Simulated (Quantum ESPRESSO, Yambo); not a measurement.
# TiO2 (Anatase): G0W0 in Yambo against the bands

Wanted: the cheapest bands that holds the gap of TiO2 (Anatase).

Program: Yambo 5.3.0. Level of theory: PBE and many-body steps on it, plane waves. Results are calculated unless marked as measured.

## 1. The structure

It takes space group I4_1/amd (No. 141, tetragonal). Conventional cell: a = 3.784 Å, b = 3.784 Å, c = 9.515 Å, α = 90.00°, β = 90.00°, γ = 90.00°. Ti has 6 O at 1.93 to 1.98 Å nearest. O has 3 Ti at 1.93 to 1.98 Å nearest. Farther neighbours and most contacts between anions are not listed.

Structure file:

```xyz
6
Lattice="-1.8921 1.8921 4.7573 1.8921 -1.8921 4.7573 1.8921 1.8921 -4.7573" Properties=species:S:1:pos:R:3 pbc="T T T"
Ti    0.0000    0.0000    0.0000
Ti    0.0000    1.8921    2.3786
O     0.0000    0.0000    1.9800
O     0.0000    1.8921    4.3586
O     0.0000    1.8921    0.3987
O     0.0000    0.0000    7.5346
```

The cell and positions come from the Crystallography Open Database and are kept as given unless a step says otherwise.

## 2. 40 bands

This step: Yambo 5.3.0; G0W0 on PBE, plane waves, norm-conserving pseudopotentials.

Now the one-shot GW correction: screening in the RPA, then the self-energy of the levels asked for.

File gw1.in:

```
HF_and_locXC
gw0
dyson
ppa
em1d
rim_cut
RandQpts= 1000000
RandGvec= 1 RL
EXXRLvcs= 76 Ry
VXCRLvcs= 304 Ry
Chimod= "HARTREE"
% BndsRnXp
 1 | 40 |
%
NGsBlkXp= 9 Ry
% LongDrXp
 1 | 1 | 1 |
%
% GbndRnge
 1 | 40 |
%
DysSolver= "n"
ExtendOut
PPAPntXp= 27.21138 eV
% QPkrange
 3 | 3 | 23 | 26 |
 1 | 1 | 23 | 26 |
 9 | 9 | 23 | 26 |
%
```

Command:

```console
OMP_NUM_THREADS=2 mpirun -n 2 yambo -F gw1.in -J gw1 -C gw1 > gw1.log
```

The log of the run:

```text
 Yambo, version 5.3.0

 [02] CORE Variables Setup
 =========================

  [... cell, symmetries and grids as in the set-up ...]

  [02.05] Energies & Occupations
  ==============================

  [X] === General ===
  [X] Electronic Temperature                        :  0.000000  0.000000 [eV K]
  [X] Bosonic    Temperature                        :  0.000000  0.000000 [eV K]
  [X] Finite Temperature mode                       : no
  [X] El. density                                   :  0.70458E+24 [cm-3]
  [X] Fermi Level                                   :  7.297603 [eV]

  [X] === Gaps and Widths ===
  [X] Conduction Band Min                           :  2.188719 [eV]
  [X] Valence Band Max                              :  0.000000 [eV]
  [X] Filled Bands                                  :  24
  [X] Empty Bands                                   :   25  308
  [X] Direct Gap                                    :  2.491697 [eV]
  [X] Direct Gap localized at k                     :   9
  [X] Indirect Gap                                  :  2.188719 [eV]
  [X] Indirect Gap between kpts                     :  3  1
  [X] Last valence band width                       :  0.810349 [eV]
  [X] 1st conduction band width                     :  1.464955 [eV]

 [03] Transferred momenta grid and indexing
 ==========================================

 IBZ Q-points                                      :  13
 BZ  Q-points                                      :   64

 K/Q-points units:
 rlu = crystal or reduced units; cc = cartesian coordinates; iku = interal k-units

 Q [ 1]         [rlu]:  0.000000  0.000000  0.000000
 Q [ 2]         [rlu]:  0.55297E-17  0.72474E-16  0.25000
 Q [ 3]         [rlu]: -0.74239E-16 -0.81769E-16 -0.50000
 Q [ 4]         [rlu]:  0.79654E-16  0.25000     -0.51899E-16
 Q [ 5]         [rlu]:  0.22222E-16  0.25000      0.25000
 Q [ 6]         [rlu]:  0.43097E-16 -0.50000     -0.43097E-16
 Q [ 7]         [rlu]:  0.55054E-16 -0.50000      0.25000
 Q [ 8]         [rlu]:  0.250000  0.250000  0.250000
 Q [ 9]         [rlu]:  0.250000  0.250000 -0.250000
 Q [10]         [rlu]:  0.250000  0.500000 -0.500000
 Q [11]         [rlu]:  0.250000 -0.250000  0.250000
 Q [12]         [rlu]:  0.250000  0.750000 -0.500000
 Q [13]         [rlu]:  0.500000  0.500000 -0.500000

 [04] Coloumb potential Random Integration (RIM)
 ===============================================

  [04.01] RIM initialization
  ==========================

  * Diagonal components only detected *

  8 x (sBL volume)        :  0.067444 [a.u.]
  sBZ random points       :  1000000
  Points outside the sBZ  :   7980549
  RL volume               :  0.539553 [a.u.]
  Integrated volume       :  0.540868 [a.u.]

  [04.02] RIM integrals
  =====================

  Gamma point sphere radius             :  0.073836 [a.u.]
  Points outside the sphere             :   800449
  [Int_sBZ(q=0) 1/q^2]*(Vol_sBZ)^(-1/3) =:  7.663677
                                 should be <:  7.795600

  Summary of Coulomb integrals for non-metallic bands |Q|[au] RIM/Bare

  Q [1] 0.100000E-4 0.983077 * Q [9] 0.174727 0.940102
  Q [4] 0.236394 1.086547 * Q [2] 0.310643 1.080598
  Q [10] 0.341967 1.015211 * Q [13] 0.349454 0.987550
  Q [7] 0.356411 1.040044 * Q [11] 0.439316 1.032638
  Q [12] 0.467566 1.010968 * Q [6] 0.472788 1.024280
  Q [5] 0.498879 1.027191 * Q [3] 0.621287 1.019013
  Q [8] 0.645389 1.016315

 [05] Dipoles
 ============

  [05.01] Setup: observables and procedures
  =========================================

  [WARNING] [x,Vnl] slows the Dipoles computation. To neglect it rename the ns.kb_pp file

 [06] Dynamic Dielectric Matrix (PPA)
 ====================================

 [WR./gw1//ndb.pp]---------------------------------------------------------------
  Brillouin Zone Q/K grids (IBZ/BZ)                :   13   64   13   64
  RL vectors                                       :   7681 [WF]
  Coulomb cutoff potential                         : none
  Electronic Temperature                           :  0.000000 [K]
  Bosonic    Temperature                           :  0.000000 [K]
  PPA    diel. fun.  energies                      : Perdew, Burke & Ernzerhof(X)+Perdew, Burke & Ernzerhof(C)
  wavefunctions                                    : Perdew, Burke & Ernzerhof(X)+Perdew, Burke & Ernzerhof(C)
  Global Gauge                                     : length
  X matrix size                                    :  213
  X band range                                     :    1   40
  X e/h energy range                               : -1.000000 -1.000000 [eV]
  X Time ordering                                  : R
  X Hxc Kernel                                     : HARTREE
  X Drude frequency                                :  0.000000  0.000000
  X poles                                          :  100.0000 [o/o]
  RL vectors in the sum                            :   7681
  [r,Vnl] included                                 : yes
  Field direction                                  :  0.577350E-5  0.577350E-5  0.577350E-5
  BZ energy Double Grid                            : no
  BZ energy DbGd points                            : 0
  BZ Q point size factor                           : -1.000000
  X Optical Averaged directions                    : none

 [07] Local Exchange-Correlation + Non-Local Fock
 ================================================

 [VXC] Plane waves :   41149
 [EXS] Plane waves :   5133

 QP @ state[ 1 ] K range:  1  1
 QP @ state[ 1 ] b range:  23  26
 QP @ state[ 2 ] K range:  3  3
 QP @ state[ 2 ] b range:  23  26
 QP @ state[ 3 ] K range:   9   9
 QP @ state[ 3 ] b range:  23  26

 [xc] Functional : Perdew, Burke & Ernzerhof(X)+Perdew, Burke & Ernzerhof(C)
 [xc] LIBXC used to calculate xc functional
  PP Number of Atomic Species                      :  2
  NLCC RL compoments                               :   41149
  PP Number of Atomic Species                      :  2
  NLCC RL compoments                               :   41149

 [xc] E_xc :  -28.61523 [Ha]
      E_xc :  -57.23047 [Ry]

  Local XC kind (lXC) : Perdew, Burke & Ernzerhof(X)+Perdew, Burke & Ernzerhof(C)
  Non-Local XC kind (nlXC) : Hartree-Fock

  Corrections @ K [1] :  [eV]
 <23|nlXC|23> = -24.44649 -0.10499E-16 <23|lXC|23> = -19.55036  0.37763E-15
 <24|nlXC|24> = -24.44657 -0.12063E-16 <24|lXC|24> = -19.55036  0.75527E-15
 <25|nlXC|25> = -11.85500 -0.17459E-18 <25|lXC|25> = -19.33990  0.47204E-16
 <26|nlXC|26> = -12.11653 -0.38488E-18 <26|lXC|26> = -20.50580 -0.94408E-16

  Corrections @ K [3] :  [eV]
 <23|nlXC|23> = -24.83821 -0.91907E-17 <23|lXC|23> = -20.08200 -0.18882E-15
 <24|nlXC|24> = -24.83821 -0.23279E-17 <24|lXC|24> = -20.08192  0.43516E-16
[...]
Corrections @ K [9] :  [eV]
[...]
<24|nlXC|24> = -24.96823 -0.12413E-16 <24|lXC|24> = -20.28074  0.40719E-22
 <25|nlXC|25> = -11.88007  0.59374E-17 <25|lXC|25> = -19.48809 -0.37763E-15
 <26|nlXC|26> = -12.06420 -0.96435E-18 <26|lXC|26> = -20.30969  0.37763E-15

 [08] Dyson equation: Newton solver
 ==================================

  [08.01] G0W0 (W PPA)
  ====================

  [  GW  ] Bands range     :    1   40
  [GW/PPA] G damping       :  0.100000 [eV]

  QP @ state[ 1 ] K range:  1  1
  QP @ state[ 1 ] b range:  23  26
  QP @ state[ 2 ] K range:  3  3
  QP @ state[ 2 ] b range:  23  26
  QP @ state[ 3 ] K range:   9   9
  QP @ state[ 3 ] b range:  23  26

   Sc/G bands                                       :    1   40
   Sc/G damping                                     :  0.100000 ev
   Sc bands terminator                              : no
   Sx RL components                                 :   5133

   QP @ state[ 1 ] K range                          :  1  1
   QP @ state[ 1 ] b range                          :  23  26
   QP @ state[ 2 ] K range                          :  3  3
   QP @ state[ 2 ] b range                          :  23  26
   QP @ state[ 3 ] K range                          :   9   9
   QP @ state[ 3 ] b range                          :  23  26
   GF energies kind                                 : Perdew, Burke & Ernzerhof(X)+Perdew, Burke & Ernzerhof(C)
   GF WF`s kind                                     : Perdew, Burke & Ernzerhof(X)+Perdew, Burke & Ernzerhof(C)
   Xs energies kind                                 : Perdew, Burke & Ernzerhof(X)+Perdew, Burke & Ernzerhof(C)
   Xs WF`s kind                                     : Perdew, Burke & Ernzerhof(X)+Perdew, Burke & Ernzerhof(C)

 [11] Game Over & Game summary
```

Wall time 2 min (2 MPI ranks of Arm Neoverse V1, shared host); peak memory 2.1 GiB.

This step gave:

```
G0W0 gap on the points computed              : 3.869 eV
starting gap on the mesh                     : 2.189 eV
k of the valence top                         : 0, 0, -0.5
k of the conduction bottom                   : 0, 0, 0
least direct G0W0 gap on the computed points : 4.200 eV
Z at the valence top                         : 0.7333
Z at the conduction bottom                   : 0.7509
```

The gap on the mesh goes from 2.19 eV to 3.87 eV, a correction of +1.68 eV.

## 3. 59 bands

gw2.in, as its differences from gw1.in of step 2:

```diff
@@ -12,3 +12,3 @@
 % BndsRnXp
- 1 | 40 |
+ 1 | 59 |
 %
@@ -19,3 +19,3 @@
 % GbndRnge
- 1 | 40 |
+ 1 | 59 |
 %
```

Command:

```console
OMP_NUM_THREADS=2 mpirun -n 2 yambo -F gw2.in -J gw2 -C gw2 > gw2.log
```

The log of the run:

```text
 Yambo, version 5.3.0

 [02] CORE Variables Setup
 =========================

  [... cell, symmetries and grids as in the set-up ...]

  [02.05] Energies & Occupations
  ==============================

  [X] === General ===
  [X] Electronic Temperature                        :  0.000000  0.000000 [eV K]
  [X] Bosonic    Temperature                        :  0.000000  0.000000 [eV K]
  [X] Finite Temperature mode                       : no
  [X] El. density                                   :  0.70458E+24 [cm-3]
  [X] Fermi Level                                   :  7.297603 [eV]

  [X] === Gaps and Widths ===
  [X] Conduction Band Min                           :  2.188719 [eV]
  [X] Valence Band Max                              :  0.000000 [eV]
  [X] Filled Bands                                  :  24
  [X] Empty Bands                                   :   25  308
  [X] Direct Gap                                    :  2.491697 [eV]
  [X] Direct Gap localized at k                     :   9
  [X] Indirect Gap                                  :  2.188719 [eV]
  [X] Indirect Gap between kpts                     :  3  1
  [X] Last valence band width                       :  0.810349 [eV]
  [X] 1st conduction band width                     :  1.464955 [eV]

 [03] Transferred momenta grid and indexing
 ==========================================

 IBZ Q-points                                      :  13
 BZ  Q-points                                      :   64

 K/Q-points units:
 rlu = crystal or reduced units; cc = cartesian coordinates; iku = interal k-units

 Q [ 1]         [rlu]:  0.000000  0.000000  0.000000
 Q [ 2]         [rlu]:  0.55297E-17  0.72474E-16  0.25000
 Q [ 3]         [rlu]: -0.74239E-16 -0.81769E-16 -0.50000
[...]
Local XC kind (lXC) : Perdew, Burke & Ernzerhof(X)+Perdew, Burke & Ernzerhof(C)
  Non-Local XC kind (nlXC) : Hartree-Fock

  Corrections @ K [1] :  [eV]
 <23|nlXC|23> = -24.44649 -0.10499E-16 <23|lXC|23> = -19.55036  0.37763E-15
 <24|nlXC|24> = -24.44657 -0.12063E-16 <24|lXC|24> = -19.55036  0.75527E-15
 <25|nlXC|25> = -11.85500 -0.17459E-18 <25|lXC|25> = -19.33990  0.47204E-16
[...]
Corrections @ K [3] :  [eV]
[...]
Corrections @ K [9] :  [eV]
[...]
<25|nlXC|25> = -11.88007  0.59374E-17 <25|lXC|25> = -19.48809 -0.37763E-15
 <26|nlXC|26> = -12.06420 -0.96435E-18 <26|lXC|26> = -20.30969  0.37763E-15

 [08] Dyson equation: Newton solver
 ==================================

  [08.01] G0W0 (W PPA)
  ====================

  [  GW  ] Bands range     :    1   59
  [GW/PPA] G damping       :  0.100000 [eV]

  QP @ state[ 1 ] K range:  1  1
  QP @ state[ 1 ] b range:  23  26
  QP @ state[ 2 ] K range:  3  3
  QP @ state[ 2 ] b range:  23  26
  QP @ state[ 3 ] K range:   9   9
  QP @ state[ 3 ] b range:  23  26

   Sc/G bands                                       :    1   59
   Sc/G damping                                     :  0.100000 ev
   Sc bands terminator                              : no
   Sx RL components                                 :   5133

   QP @ state[ 1 ] K range                          :  1  1
   QP @ state[ 1 ] b range                          :  23  26
   QP @ state[ 2 ] K range                          :  3  3
   QP @ state[ 2 ] b range                          :  23  26
   QP @ state[ 3 ] K range                          :   9   9
   QP @ state[ 3 ] b range                          :  23  26
   GF energies kind                                 : Perdew, Burke & Ernzerhof(X)+Perdew, Burke & Ernzerhof(C)
   GF WF`s kind                                     : Perdew, Burke & Ernzerhof(X)+Perdew, Burke & Ernzerhof(C)
   Xs energies kind                                 : Perdew, Burke & Ernzerhof(X)+Perdew, Burke & Ernzerhof(C)
   Xs WF`s kind                                     : Perdew, Burke & Ernzerhof(X)+Perdew, Burke & Ernzerhof(C)

 [11] Game Over & Game summary
```

Elapsed: 3.9 min, on 2 MPI ranks; peak memory 2.1 GiB; 14 min of CPU time.

This step gave:

```yaml
g0w0_gap_on_the_points_computed: 3.755 eV
starting_gap_on_the_mesh: 2.189 eV
k_of_the_valence_top: 0, 0, -0.5
k_of_the_conduction_bottom: 0, 0, 0
least_direct_g0w0_gap_on_the_computed_points: 4.091 eV
z_at_the_valence_top: 0.7531
z_at_the_conduction_bottom: 0.7734
```

Against the run before, the gap moves by −0.114 eV.

## 4. 95 bands

gw3.in, as its differences from gw2.in of step 3:

```diff
@@ -12,3 +12,3 @@
 % BndsRnXp
- 1 | 59 |
+ 1 | 95 |
 %
@@ -19,3 +19,3 @@
 % GbndRnge
- 1 | 59 |
+ 1 | 95 |
 %
```

Command:

```console
OMP_NUM_THREADS=2 mpirun -n 2 yambo -F gw3.in -J gw3 -C gw3 > gw3.log
```

The log of the run:

```text
 Yambo, version 5.3.0

 [02] CORE Variables Setup
 =========================

  [... cell, symmetries and grids as in the set-up ...]

  [02.05] Energies & Occupations
  ==============================

  [X] === General ===
  [X] Electronic Temperature                        :  0.000000  0.000000 [eV K]
  [X] Bosonic    Temperature                        :  0.000000  0.000000 [eV K]
  [X] Finite Temperature mode                       : no
  [X] El. density                                   :  0.70458E+24 [cm-3]
[...]
QP @ state[ 2 ] b range                          :  23  26
   QP @ state[ 3 ] K range                          :   9   9
   QP @ state[ 3 ] b range                          :  23  26
   GF energies kind                                 : Perdew, Burke & Ernzerhof(X)+Perdew, Burke & Ernzerhof(C)
   GF WF`s kind                                     : Perdew, Burke & Ernzerhof(X)+Perdew, Burke & Ernzerhof(C)
   Xs energies kind                                 : Perdew, Burke & Ernzerhof(X)+Perdew, Burke & Ernzerhof(C)
   Xs WF`s kind                                     : Perdew, Burke & Ernzerhof(X)+Perdew, Burke & Ernzerhof(C)

 [11] Game Over & Game summary
```

It took 6.3 min on 2 MPI ranks; peak memory 2.1 GiB.

This step gave:

```
G0W0 gap on the points computed              : 3.732 eV
starting gap on the mesh                     : 2.189 eV
k of the valence top                         : 0, 0, -0.5
k of the conduction bottom                   : 0, 0, 0
least direct G0W0 gap on the computed points : 4.069 eV
```

Against the run before, the gap moves by −0.024 eV.

(Part 1 of 2 ends here.)

[Paths, hosts, dates, memory and timing lines, banners, echoed tables and standing remarks are left out of the program output.]

[Logs are printed without paths, hosts, clocks, repeated set-up lines and the standing remarks that a program may print on its own settings, such as how far it seeks lower states.]

[Runs of the session that timed out or met a known fault of the program may be left out.]

[Hosts, paths, dates, database ids (printed as entryN), source tags and the programs' standing remarks are cut or masked in the printed files.]
